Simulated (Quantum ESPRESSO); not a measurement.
# InNi2SbO6: which magnetic order is lowest, part 3 of 3

A self-consistent run ends on one state, which hangs on the start. Several orders of InNi2SbO6 are started in Quantum ESPRESSO and their energies compared.

Quantum ESPRESSO 7.5; LDA; plane waves with GBRV 1.5 LDA potentials, no spin-orbit coupling.

So far, absolute magnetization (μB): step 2 (start 1: ferro ++) 4.09; step 3 (run 2, typed as antiferro +−) 3.26; step 5 (the lowest state again, with its states saved) 3.26.

## Step 6: Löwdin moments

Level of this step: LDA; plane waves with GBRV 1.5 LDA potentials, no spin-orbit coupling, projections on orthogonalised atomic orbitals (Quantum ESPRESSO).

projwfc.x projects the saved states on orthogonalised atomic orbitals of the pseudopotential files.

Output:

```text
[banner, memory and clock lines left out]
Program PROJWFC v.7.5 starts

     [... lines left out ...]
     IMPORTANT: XC functional enforced from input :
     Exchange-correlation= PZ
                           (   1   1   0   0   0   0   0)
     Any further DFT definition will be discarded
     Please, verify this is what you really want

     G-vector sticks info

     Check: negative core charge=   -0.000007

     Gaussian broadening (read from input): ngauss,degauss=   0    0.010000

     Calling projwave ....

  Problem Sizes
  natomwfc =           68
  nbnd     =           68
  nkstot   =           80
  npwx     =         3327
  nkb      =          150

     Atomic states used for projection
     (read from pseudopotential files):

     state #   1: atom   1 (In ), wfc  1 (l=2 m= 1)
     state #   2: atom   1 (In ), wfc  1 (l=2 m= 2)
     state #   3: atom   1 (In ), wfc  1 (l=2 m= 3)
     state #   4: atom   1 (In ), wfc  1 (l=2 m= 4)
     state #   5: atom   1 (In ), wfc  1 (l=2 m= 5)
     state #   6: atom   1 (In ), wfc  2 (l=0 m= 1)
     state #   7: atom   1 (In ), wfc  3 (l=1 m= 1)
     state #   8: atom   1 (In ), wfc  3 (l=1 m= 2)
     state #   9: atom   1 (In ), wfc  3 (l=1 m= 3)
     state #  10: atom   2 (Ni1), wfc  1 (l=0 m= 1)
     state #  11: atom   2 (Ni1), wfc  2 (l=1 m= 1)
     state #  12: atom   2 (Ni1), wfc  2 (l=1 m= 2)
     state #  13: atom   2 (Ni1), wfc  2 (l=1 m= 3)
     state #  14: atom   2 (Ni1), wfc  3 (l=2 m= 1)
     state #  15: atom   2 (Ni1), wfc  3 (l=2 m= 2)
     state #  16: atom   2 (Ni1), wfc  3 (l=2 m= 3)
     state #  17: atom   2 (Ni1), wfc  3 (l=2 m= 4)
     state #  18: atom   2 (Ni1), wfc  3 (l=2 m= 5)
     state #  19: atom   2 (Ni1), wfc  4 (l=0 m= 1)
     state #  20: atom   2 (Ni1), wfc  5 (l=1 m= 1)
     state #  21: atom   2 (Ni1), wfc  5 (l=1 m= 2)
     state #  22: atom   2 (Ni1), wfc  5 (l=1 m= 3)
     state #  23: atom   3 (Ni2), wfc  1 (l=0 m= 1)
     state #  24: atom   3 (Ni2), wfc  2 (l=1 m= 1)
     state #  25: atom   3 (Ni2), wfc  2 (l=1 m= 2)
     state #  26: atom   3 (Ni2), wfc  2 (l=1 m= 3)
     state #  27: atom   3 (Ni2), wfc  3 (l=2 m= 1)
     state #  28: atom   3 (Ni2), wfc  3 (l=2 m= 2)
     state #  29: atom   3 (Ni2), wfc  3 (l=2 m= 3)
     state #  30: atom   3 (Ni2), wfc  3 (l=2 m= 4)
     state #  31: atom   3 (Ni2), wfc  3 (l=2 m= 5)
     state #  32: atom   3 (Ni2), wfc  4 (l=0 m= 1)
     state #  33: atom   3 (Ni2), wfc  5 (l=1 m= 1)
     state #  34: atom   3 (Ni2), wfc  5 (l=1 m= 2)
     state #  35: atom   3 (Ni2), wfc  5 (l=1 m= 3)
     state #  36: atom   4 (Sb ), wfc  1 (l=2 m= 1)
     state #  37: atom   4 (Sb ), wfc  1 (l=2 m= 2)
     state #  38: atom   4 (Sb ), wfc  1 (l=2 m= 3)
     state #  39: atom   4 (Sb ), wfc  1 (l=2 m= 4)
     state #  40: atom   4 (Sb ), wfc  1 (l=2 m= 5)
     state #  41: atom   4 (Sb ), wfc  2 (l=0 m= 1)
     state #  42: atom   4 (Sb ), wfc  3 (l=1 m= 1)
     state #  43: atom   4 (Sb ), wfc  3 (l=1 m= 2)
     state #  44: atom   4 (Sb ), wfc  3 (l=1 m= 3)
     state #  45: atom   5 (O  ), wfc  1 (l=0 m= 1)
     state #  46: atom   5 (O  ), wfc  2 (l=1 m= 1)
     state #  47: atom   5 (O  ), wfc  2 (l=1 m= 2)
     state #  48: atom   5 (O  ), wfc  2 (l=1 m= 3)
     state #  49: atom   6 (O  ), wfc  1 (l=0 m= 1)
     state #  50: atom   6 (O  ), wfc  2 (l=1 m= 1)
     state #  51: atom   6 (O  ), wfc  2 (l=1 m= 2)
     state #  52: atom   6 (O  ), wfc  2 (l=1 m= 3)
     state #  53: atom   7 (O  ), wfc  1 (l=0 m= 1)
     state #  54: atom   7 (O  ), wfc  2 (l=1 m= 1)
     state #  55: atom   7 (O  ), wfc  2 (l=1 m= 2)
     state #  56: atom   7 (O  ), wfc  2 (l=1 m= 3)
     state #  57: atom   8 (O  ), wfc  1 (l=0 m= 1)
     state #  58: atom   8 (O  ), wfc  2 (l=1 m= 1)
     state #  59: atom   8 (O  ), wfc  2 (l=1 m= 2)
     state #  60: atom   8 (O  ), wfc  2 (l=1 m= 3)
     state #  61: atom   9 (O  ), wfc  1 (l=0 m= 1)
     state #  62: atom   9 (O  ), wfc  2 (l=1 m= 1)
     state #  63: atom   9 (O  ), wfc  2 (l=1 m= 2)
[...]
polarization =  -1.3756, s = -0.0012, p =  0.0063, d = -1.3807,
     Atom #   4: total charge =  12.8806, s =  1.1131, p =  1.7707, d =  9.9968,
                 spin up      =   6.4403, s =  0.5557,
                 spin up      =   6.4403, p =  0.8862, pz=  0.2986, px=  0.2938, py=  0.2938,
                 spin up      =   6.4403, d =  4.9984, dz2=  0.9997, dxz=  0.9997, dyz=  0.9997, dx2-y2=  0.9997, dxy=  0.9997,
                 spin down    =   6.4403, s =  0.5573,
                 spin down    =   6.4403, p =  0.8846, pz=  0.2928, px=  0.2959, py=  0.2959,
                 spin down    =   6.4403, d =  4.9984, dz2=  0.9997, dxz=  0.9997, dyz=  0.9997, dx2-y2=  0.9997, dxy=  0.9997,
                 polarization =  -0.0001, s = -0.0016, p =  0.0016, d = -0.0001,
     Atom #   5: total charge =   6.5588, s =  1.7306, p =  4.8282, d =  0.0000,
                 spin up      =   3.2848, s =  0.8649,
                 spin up      =   3.2848, p =  2.4199, pz=  0.8416, px=  0.7984, py=  0.7799,
                 spin up      =   3.2848, d =  0.0000, dz2=  0.0000, dxz=  0.0000, dyz=  0.0000, dx2-y2=  0.0000, dxy=  0.0000,
                 spin down    =   3.2739, s =  0.8656,
                 spin down    =   3.2739, p =  2.4083, pz=  0.8136, px=  0.8350, py=  0.7598,
                 spin down    =   3.2739, d =  0.0000, dz2=  0.0000, dxz=  0.0000, dyz=  0.0000, dx2-y2=  0.0000, dxy=  0.0000,
                 polarization =   0.0109, s = -0.0007, p =  0.0115, d =  0.0000,
     Atom #   6: total charge =   6.5588, s =  1.7306, p =  4.8282, d =  0.0000,
                 spin up      =   3.2848, s =  0.8649,
                 spin up      =   3.2848, p =  2.4199, pz=  0.8416, px=  0.7762, py=  0.8021,
                 spin up      =   3.2848, d =  0.0000, dz2=  0.0000, dxz=  0.0000, dyz=  0.0000, dx2-y2=  0.0000, dxy=  0.0000,
                 spin down    =   3.2739, s =  0.8656,
                 spin down    =   3.2739, p =  2.4083, pz=  0.8136, px=  0.7701, py=  0.8246,
                 spin down    =   3.2739, d =  0.0000, dz2=  0.0000, dxz=  0.0000, dyz=  0.0000, dx2-y2=  0.0000, dxy=  0.0000,
                 polarization =   0.0109, s = -0.0007, p =  0.0115, d =  0.0000,
     Atom #   7: total charge =   6.5588, s =  1.7306, p =  4.8282, d =  0.0000,
                 spin up      =   3.2848, s =  0.8649,
                 spin up      =   3.2848, p =  2.4199, pz=  0.8416, px=  0.7928, py=  0.7854,
                 spin up      =   3.2848, d =  0.0000, dz2=  0.0000, dxz=  0.0000, dyz=  0.0000, dx2-y2=  0.0000, dxy=  0.0000,
                 spin down    =   3.2739, s =  0.8656,
                 spin down    =   3.2739, p =  2.4083, pz=  0.8136, px=  0.7870, py=  0.8077,
                 spin down    =   3.2739, d =  0.0000, dz2=  0.0000, dxz=  0.0000, dyz=  0.0000, dx2-y2=  0.0000, dxy=  0.0000,
                 polarization =   0.0109, s = -0.0007, p =  0.0115, d =  0.0000,
     Atom #   8: total charge =   6.5411, s =  1.7202, p =  4.8208, d =  0.0000,
                 spin up      =   3.2680, s =  0.8610,
                 spin up      =   3.2680, p =  2.4069, pz=  0.7801, px=  0.7818, py=  0.8450,
                 spin up      =   3.2680, d =  0.0000, dz2=  0.0000, dxz=  0.0000, dyz=  0.0000, dx2-y2=  0.0000, dxy=  0.0000,
                 spin down    =   3.2731, s =  0.8592,
                 spin down    =   3.2731, p =  2.4139, pz=  0.8138, px=  0.7837, py=  0.8164,
                 spin down    =   3.2731, d =  0.0000, dz2=  0.0000, dxz=  0.0000, dyz=  0.0000, dx2-y2=  0.0000, dxy=  0.0000,
                 polarization =  -0.0051, s =  0.0019, p = -0.0070, d =  0.0000,
     Atom #   9: total charge =   6.5411, s =  1.7202, p =  4.8208, d =  0.0000,
                 spin up      =   3.2680, s =  0.8610,
                 spin up      =   3.2680, p =  2.4069, pz=  0.7801, px=  0.8275, py=  0.7994,
                 spin up      =   3.2680, d =  0.0000, dz2=  0.0000, dxz=  0.0000, dyz=  0.0000, dx2-y2=  0.0000, dxy=  0.0000,
                 spin down    =   3.2731, s =  0.8592,
                 spin down    =   3.2731, p =  2.4139, pz=  0.8138, px=  0.8254, py=  0.7747,
                 spin down    =   3.2731, d =  0.0000, dz2=  0.0000, dxz=  0.0000, dyz=  0.0000, dx2-y2=  0.0000, dxy=  0.0000,
                 polarization =  -0.0051, s =  0.0019, p = -0.0070, d =  0.0000,
     Atom #  10: total charge =   6.5411, s =  1.7202, p =  4.8208, d =  0.0000,
                 spin up      =   3.2680, s =  0.8610,
                 spin up      =   3.2680, p =  2.4069, pz=  0.7801, px=  0.8310, py=  0.7959,
                 spin up      =   3.2680, d =  0.0000, dz2=  0.0000, dxz=  0.0000, dyz=  0.0000, dx2-y2=  0.0000, dxy=  0.0000,
                 spin down    =   3.2731, s =  0.8592,
                 spin down    =   3.2731, p =
```

Elapsed: 3.7 s, on 4 MPI ranks of Arm Neoverse V2, shared host; peak memory 0.35 GiB; 16 s of CPU time.

| atom | moment in the sphere (μB) | Löwdin moment (μB) | Löwdin charge (e) |
| --- | --- | --- | --- |
| In1 | 0.002 | 0.003 | 11.835 |
| Ni2 | 1.350 | 1.354 | 17.834 |
| Ni3 | -1.368 | -1.376 | 17.814 |
| Sb4 | -0.001 | 0.000 | 12.881 |
| O5 | 0.010 | 0.011 | 6.559 |
| O6 | 0.010 | 0.011 | 6.559 |
| O7 | 0.010 | 0.011 | 6.559 |
| O8 | -0.005 | -0.005 | 6.541 |
| O9 | -0.005 | -0.005 | 6.541 |
| O10 | -0.005 | -0.005 | 6.541 |

## Step 7: Summary of results

* lowest state found: antiferromagnetic (from antiferro +-)
* largest site moment: 1.37 μB
* next state with moments: ferromagnetic, 71.4 meV a seeded atom higher

In words: The largest moment reads 1.37 μB in the sphere and 1.38 μB by Löwdin projection; a site moment hangs on how space is shared out. Only these 2 starts were compared; other wavevectors, canted and longer-period orders were not. A computed site moment is spin alone and hangs on the region that is counted: the program's spheres do not touch and miss the tail of the moment. Measured moments hold any orbital part as well, and belong to the order of the sample, which need not be the order of this run. No Hubbard term acts here. In such compounds local and semilocal functionals without one often delocalise the d electrons, and can shrink or lose moments and miss the size, sign and order of the couplings.

Comparison with the measured values:

| quantity | measured | in the sphere | Löwdin |
| --- | --- | --- | --- |
| moment (Ni) (μB) | 1.89 | 1.37 (-27.6 %) | 1.38 (-27.2 %) |

Measured values from arxiv:2307.09082 (2023).

How well it matches: For the moment, of the levels listed nearest comes Löwdin (-27.2 %) and farthest in the sphere (-27.6 %). No cell relaxation is part of this session.

[Logs and program files are shortened in this print: banners, set-up blocks, solver, clock and traceback lines can be left out without a mark of their own.]

[Logs are printed without paths, hosts, clocks, repeated set-up lines and the standing remarks that a program may print on its own settings, such as how far it seeks lower states.]

[Hosts, paths, dates, database ids (printed as entryN), source tags and the programs' standing remarks are cut or masked in the printed files.]

[Where a cell is said to come from a database of computed structures, the database is the Materials Project.]
